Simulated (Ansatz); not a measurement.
## YbPd (Pm-3m): from the cell to its phonons

How does YbPd (Pm-3m) vibrate, and is this structure a minimum?

Method: DFT PBEsol, scalar-relativistic, plane waves, PAW, in Ansatz 0.2.0.

This is a report of a sequence of runs, with most program output left out.

**1. Starting point**

The structure is cubic, space group Pm-3m (No. 221). The conventional cell has a = 3.447 Å, b = 3.447 Å, c = 3.447 Å, α = 90.00°, β = 90.00°, γ = 90.00°. Nearest to Yb lie 8 Pd at 2.99 Å. Nearest to Pd lie 8 Yb at 2.99 Å. Farther neighbours are not listed.

**2. Bringing the structure to rest**

The cell and atoms are relaxed, since residual forces and stress would shift the frequencies.

File input.yaml:

```yaml
crystal:
  lattice:
    - [3.447, 0.0, 0.0]
    - [0.0, 3.447, 0.0]
    - [0.0, 0.0, 3.447]
  atoms:
    - { symbol: Yb, position: [0.5, 0.5, 0.5] }
    - { symbol: Pd, position: [0.0, 0.0, 0.0] }
kpoints:
  mp_grid: { grid: [12, 12, 12] }
hamiltonian:
  xc: pbesol
scf:
  occupations: { method: gaussian, width: 0.1 }
output:
  forces: true
  stress: true
  eigenvalues: true
relax:
  adjacent_minimum: "off"
  f_tol: 0.005
  max_steps: 80
  cell: { stress_tol: 0.05 }
```

On the command line:

```sh
$ ansatz run input.yaml --threads 8 --pin off --max-ram 14336MiB --backend cpu --events-out ev --progress --plain --runs-dir out
```

Run time: 3.1 s. Hardware: 8 threads of Arm Neoverse V2, shared host; peak memory 0.45 GiB; 19 s of CPU time.

The steps of the relaxation:

```csv
step,energy less that of the first step (eV),largest force component (eV/Å),pressure (GPa),volume (Å³)
1,0.0000,0.0000,-1.31,40.96
2,-0.0015,0.0000,1.05,39.79
3,-0.0030,0.0000,-0.03,40.30
4*,-0.0028,0.0000,-0.03,40.30
```

Relaxation steps marked * repeat the geometry before them on a plane-wave basis chosen anew for their cell, so energy and pressure can jump there.

The run keeps the 48 symmetry operations that it works with, so distortions that break them were not tested.

```csv
"conventional cell, symmetrised",before,after,change
a (Å),3.447,3.428,-0.5 %
b (Å),3.447,3.428,-0.5 %
c (Å),3.447,3.428,-0.5 %
volume (Å³/atom),20.48,20.15,-1.6 %
```

The relaxed structure:

```xyz
2
Lattice="3.4285 0.0000 0.0000 0.0000 3.4285 0.0000 0.0000 0.0000 3.4285" Properties=species:S:1:pos:R:3 pbc="T T T"
Yb    1.7142    1.7142    1.7142
Pd    0.0000    0.0000    0.0000
```

This step gave:

* pressure: -0.03051 GPa
* volume per atom: 20.15 Å³
* gap on the k-mesh: 0 eV

In this step the volume went from 20.48 to 20.15 Å³/atom.

**3. Relaxing to small forces for the phonons**

Phonons need a cell at rest on their own settings, so the relaxation is repeated with tight tolerances on forces and stress on the k mesh and occupations of the first response run.

input.yaml, the sections that differ from step 2:

```yaml
crystal:
  lattice:
    - [3.4284722004, 0.0, 0.0]
    - [0.0, 3.4284722004, 0.0]
    - [0.0, 0.0, 3.4284722004]
  atoms:
    - { symbol: Yb, position: [0.5, 0.5, 0.5] }
    - { symbol: Pd, position: [0.0, 0.0, 0.0] }
scf:
  occupations: { method: methfessel_paxton, width: 0.2 }
relax:
  adjacent_minimum: "off"
  f_tol: 0.001
  max_steps: 60
  cell: { stress_tol: 0.01 }
# kpoints, hamiltonian, output: as in step 2
```

Wall time 3.2 s (8 threads); peak memory 0.44 GiB; 20 s of CPU time.

Relaxation path:

```csv
step,energy less that of the first step (eV),largest force component (eV/Å),pressure (GPa),volume (Å³)
1,0.0000,0.0000,-0.30,40.30
2,-0.0001,0.0000,0.24,40.04
3,-0.0002,0.0000,0.00,40.16
4*,-0.0001,0.0000,0.00,40.16
```

Relaxation steps marked * repeat the geometry before them on a plane-wave basis chosen anew for their cell, so energy and pressure can jump there.

Forces are held to the 48 operations that the run works with; a distortion that breaks them can't arise in this run.

```csv
"conventional cell, symmetrised",before,after,change
a (Å),3.428,3.424,-0.1 %
b (Å),3.428,3.424,-0.1 %
c (Å),3.428,3.424,-0.1 %
volume (Å³/atom),20.15,20.08,-0.4 %
```

Final coordinates:

```cif
data_structure
_symmetry_space_group_name_H-M 'P 1'
_symmetry_Int_Tables_number 1
_cell_length_a 3.4244
_cell_length_b 3.4244
_cell_length_c 3.4244
_cell_angle_alpha 90.000
_cell_angle_beta 90.000
_cell_angle_gamma 90.000
_cell_volume 40.16
loop_
_atom_site_label
_atom_site_type_symbol
_atom_site_fract_x
_atom_site_fract_y
_atom_site_fract_z
_atom_site_occupancy
Yb1 Yb 0.50000 0.50000 0.50000 1
Pd2 Pd 0.00000 0.00000 0.00000 1
```

This step gave:

| Item | Value |
| --- | --- |
| pressure | -0.001032 GPa |
| volume per atom | 20.08 Å³ |

The forces vanish by symmetry and the pressure is -0.001 GPa, within the tolerances set. The cell now holds 20.08 Å³/atom.

**4. Linear response at the zone centre**

The zone centre comes first: it holds the modes that light can see, as far as symmetry allows. No field response is asked, since the mesh shows no gap.

input.yaml, the sections that differ from step 3:

```yaml
crystal:
  lattice:
    - [3.4243862594, 0.0, 0.0]
    - [0.0, 3.4243862594, 0.0]
    - [0.0, 0.0, 3.4243862594]
  atoms:
    - { symbol: Yb, position: [0.5, 0.5, 0.5] }
    - { symbol: Pd, position: [0.0, 0.0, 0.0] }
output:
  eigenvalues: true
phonons:
  method: dfpt
# kpoints, hamiltonian, scf: as in step 3
# relax: removed
```

The job ended after 8.7 s (8 threads; peak memory 0.86 GiB).

This step gave:

- sum-rule residual before enforcement: 1.38e-5 eV/Å²
- point group: m-3m
- highest optical mode at the zone centre (no LO-TO term): 116.2 cm⁻¹
- lowest optical zone-centre mode: 116.2 cm⁻¹

Patterns of degenerate modes are one choice out of their space. Modes at Γ, with each element's share of the kinetic energy:

```csv
mode,frequency (cm⁻¹),symmetry,Yb %,Pd %
1,0.0,acoustic,62,38
2,0.0,acoustic,62,38
3,0.0,acoustic,62,38
4,116.2,T1u,38,62
5,116.2,T1u,38,62
6,116.2,T1u,38,62
```

Displacements in mode 6 (116.2 cm⁻¹), the largest set to 1:
```
Yb1 -0.61  0.00  0.00
Pd2  1.00  0.00  0.00
```

Before it was imposed, the acoustic sum rule was missed by 1.4e-5 eV/Å². Small misses are needed for a sound result but don't prove that mesh and cutoff are converged. The lowest optical mode is real, 116 cm⁻¹.

**5. Response at finite wavevector**

Stability and thermal properties need the whole zone. Linear response on a 4×4×4 q mesh gives force constants as far as a supercell of that size would.

input.yaml, as its differences from that of step 4:

```diff
@@ -18 +18,8 @@
   method: dfpt
+  qmesh: [4, 4, 4]
+  temperatures: { t_max: 1000, t_step: 50 }
+  qpath:
+    path:
+      - [[0.0, 0.0, 0.0], [0.0, 0.5, 0.0], [0.5, 0.5, 0.0], [0.0, 0.0, 0.0], [0.5, 0.5, 0.5], [0.0, 0.5, 0.0]]
+      - [[0.5, 0.5, 0.5], [0.5, 0.5, 0.0]]
+    npoints: 10
```

Elapsed: 4.1 min, on 8 threads; peak memory 2.7 GiB.

Numbers from this step:

- sum-rule residual before enforcement: 1.31e-5 eV/Å²
- lowest frequency on the path: 0 cm⁻¹
- highest frequency on the path or at a solved wavevector: 129.2 cm⁻¹
- mean frequency: 86.5 cm⁻¹
- Debye temperature (second moment): 169 K
- logarithmic mean frequency: 80.6 cm⁻¹
- lowest mode on the q mesh (acoustic modes at Γ apart): 31.68 cm⁻¹
- zero-point energy per atom: 16.08 meV
- heat capacity at 300 K: 24.55 J/(mol atoms K)
- vibrational entropy at 300 K: 48.84 J/(mol atoms K)

Frequencies (cm⁻¹) solved at each irreducible wavevector; negative means imaginary. Frequencies by wavevector, by row:

```csv
q in reciprocal lattice units,star,mode 1,mode 2,mode 3,mode 4,mode 5,mode 6
0 0 0,1,0,0,0,116.2,116.2,116.2
0 0 0.25,6,40.1,40.1,66,107.7,107.7,119.4
0 0 -0.5,3,64.5,64.5,90.2,94.1,94.1,125.7
0 0.25 0.25,12,31.7,51.5,90.2,100,102.6,121.3
0 0.25 -0.5,12,50.2,62.7,66.3,96.9,115,128.1
0 -0.5 -0.5,3,38.4,38.4,62.3,99,129.2,129.2
0.25 0.25 0.25,8,56.8,56.8,76,107.5,113.4,113.4
0.25 0.25 -0.5,12,51.9,67.7,89.2,93.6,112.8,125.6
0.25 -0.5 -0.5,6,63.2,63.2,90.7,93.9,124,124
-0.5 -0.5 -0.5,1,86.2,86.2,86.2,115.1,115.1,115.1
```

Interpolated from a 4×4×4 q mesh. The phonon branches at the labelled points (cm⁻¹):

```csv
point,branch 1,branch 2,branch 3,branch 4,branch 5,branch 6
Γ,0,0,0,116,116,116
halfway,40,40,66,108,108,119
X,64,64,90,94,94,126
halfway,50,63,66,97,115,128
M,38,38,62,99,129,129
halfway,32,52,90,100,103,121
Γ,0,0,0,116,116,116
halfway,57,57,76,108,113,113
R,86,86,86,115,115,115
halfway,52,68,89,94,113,126
X,64,64,90,94,94,126
jump to R,86,86,86,115,115,115
halfway,63,63,91,94,124,124
M,38,38,62,99,129,129
```

The phonon density of states has structure finer than the step of the table below, so its rows give means over 2.5 cm⁻¹, whole bins alone (the curve runs from 0.5 to 130 cm⁻¹). Peaks (cm⁻¹: height): 46.50: 0.0721, 63.50: 0.0755, 86.50: 0.0642, 97.50: 0.148, 126.50: 0.144.

Tetrahedra on a 20×20×20 mesh, mean over bins of 1 cm-1. Interpolated from a 4×4×4 q mesh. The phonon density of states by wavenumber; means over each step:

```csv
wavenumber (cm⁻¹),phonon density of states (1/cm⁻¹/cell)
2.5,2.7e-5
5.0,1.0e-4
7.5,3.4e-4
10.0,8.1e-4
12.5,0.00126
15.0,0.00200
17.5,0.00283
20.0,0.00380
22.5,0.00531
25.0,0.00689
27.5,0.00909
30.0,0.0117
32.5,0.0155
35.0,0.0207
37.5,0.0295
40.0,0.0428
42.5,0.0500
45.0,0.0605
47.5,0.0651
50.0,0.0500
52.5,0.0458
55.0,0.0460
57.5,0.0504
60.0,0.0623
62.5,0.0701
65.0,0.0701
67.5,0.0622
70.0,0.0440
72.5,0.0385
75.0,0.0411
77.5,0.0530
80.0,0.0491
82.5,0.0438
85.0,0.0491
87.5,0.0563
90.0,0.0357
92.5,0.0295
95.0,0.0957
97.5,0.135
100.0,0.0767
102.5,0.0538
105.0,0.0593
107.5,0.0614
110.0,0.0607
112.5,0.0529
115.0,0.0577
117.5,0.0900
120.0,0.0967
122.5,0.104
125.0,0.124
127.5,0.1000
```

Phonopy on the run's constants, 17x17x17 mesh, Gaussian sigma 2.0 cm-1. Interpolated from a 4×4×4 q mesh. Table of partial phonon density of states by wavenumber; read off at these points; values in 1/cm⁻¹/cell:

```csv
wavenumber (cm⁻¹),Pd,Yb
-5.0,0,2.0e-6
0.0,4.6e-5,7.0e-5
5.0,2.2e-5,3.8e-5
10.0,4.4e-4,7.0e-4
15.0,7.0e-4,0.0011
20.0,0.00178,0.00272
25.0,0.00305,0.00427
30.0,0.00506,0.00653
35.0,0.0105,0.0116
40.0,0.0219,0.0206
45.0,0.0297,0.0296
45.8,0.0303,0.0311
50.0,0.0245,0.0272
55.0,0.0204,0.0261
60.0,0.0241,0.0378
63.1,0.0256,0.0432
65.0,0.0265,0.0401
67.9,0.0294,0.0305
70.0,0.0241,0.0210
75.0,0.0247,0.0249
80.0,0.0260,0.0187
85.0,0.0311,0.0160
90.0,0.0325,0.00948
95.0,0.0712,0.0192
96.7,0.0828,0.0223
100.0,0.0581,0.0257
105.0,0.0318,0.0265
110.0,0.0286,0.0305
115.0,0.0273,0.0382
120.0,0.0338,0.0613
123.7,0.0338,0.0763
125.0,0.0331,0.0795
130.0,0.00836,0.0204
135.0,3.4e-5,7.2e-5
140.0,0,0
```

Second derivatives of the energy by pair, one row for each kind of neighbour of each atom listed. Each entry sums the pair over the periodic images of the supercell that the q mesh stands for, and in a polar crystal it holds the long-range dipole part too. Force constants by pair, by row:

```csv
atom,neighbour,distance (Å),third of the trace (eV/Å²),along the pair's line (eV/Å²)
Yb1,itself,0,5.516,–
Yb1,Pd,2.966,-0.4008,-1.306
Yb1,Yb,3.424,-0.359,-1.362
Yb1,Yb,4.843,0.0285,-0.0415
Yb1,Pd,5.679,-0.004,-0.0042
Yb1,Yb,5.931,-0.0541,-0.1366
Yb1,Yb,6.849,5.00e-4,-0.0797
Yb1,Pd,7.463,-3.00e-4,0.0016
Pd2,itself,0,3.122,–
Pd2,Yb,2.966,-0.4008,-1.306
Pd2,Pd,3.424,0.0448,0.1613
Pd2,Pd,4.843,-0.0083,-0.0547
Pd2,Yb,5.679,-0.004,-0.0042
Pd2,Pd,5.931,-0.0104,-0.0432
Pd2,Pd,6.849,0.0192,0.0748
Pd2,Yb,7.463,-3.00e-4,0.0016
```

Harmonic thermodynamic functions per atom, from the density of states. Interpolated from a 4×4×4 q mesh. Thermodynamic functions, by row:

```csv
T (K),F_vib (meV/atom),S (J/mol-atom/K),C_V (J/mol-atom/K)
0,16.08,0,0
50,14.34,9.821,15.26
100,5.65,22.94,21.73
200,-27.25,38.98,24.07
300,-73.09,48.84,24.55
400,-127.6,55.93,24.72
500,-188.5,61.46,24.8
600,-254.6,65.98,24.84
700,-325,69.82,24.87
800,-399.1,73.14,24.89
900,-476.5,76.07,24.9
1000,-556.7,78.69,24.91
```

Harmonic mean-square displacement, third of the trace. Interpolated from a 4×4×4 q mesh. Mean square displacements, by row:

```csv
T (K),Yb1 U_eq (Å²),Pd2 U_eq (Å²)
0,0.00133,0.00214
100,0.00352,0.00534
300,0.00997,0.01505
600,0.01983,0.0299
```

Symmetry leaves 10 wavevectors to solve. The lowest mode among them, the acoustic zeros apart, lies at q = (0, 0.25, 0.25) and is real, 31.7 cm⁻¹.

**6. Outcome**

```json
{"space group after relaxation (within 0.01 Å)": "Pm-3m", "volume per atom": "20.1 Å³", "electronic character": "no gap on this mesh", "highest optical mode at the zone centre (no LO-TO term)": "116 cm⁻¹", "lowest optical zone-centre mode": "116 cm⁻¹", "lowest mode on the q mesh (acoustic modes at Γ apart)": "31.7 cm⁻¹", "highest frequency on the path or at a solved wavevector": "129 cm⁻¹", "zero-point energy per atom": "16.1 meV", "heat capacity at 300 K": "24.5 J/(mol atoms K)", "vibrational entropy at 300 K": "48.8 J/(mol atoms K)", "Debye temperature (second moment)": "169 K", "imaginary modes on the 4×4×4 q mesh": "none"}
```

In words: The structure is a minimum as far as tested: no mode is imaginary at the 10 irreducible wavevectors of the 4×4×4 mesh, and the softest away from the acoustic zeros lies at 32 cm⁻¹. The optical modes at Γ form one degenerate level at 116 cm⁻¹. With no gap, or one that is small against the smearing, the frequencies hang on the k mesh and the smearing, most of all near Kohn anomalies. The phonon runs are without spin polarisation, although Yb often carries a moment. The 4f shell is treated without a U, so valence and screening may be off. Spin-orbit coupling is left out, which can matter for the heavy elements here. These are harmonic frequencies at zero temperature: anharmonic shifts, linewidths and thermal expansion are left out.

[Logs are printed without paths, hosts, clocks, repeated set-up lines and the standing remarks that a program may print on its own settings, such as how far it seeks lower states.]

[Hosts, paths, dates, database ids (printed as entryN), source tags and the programs' standing remarks are cut or masked in the printed files.]
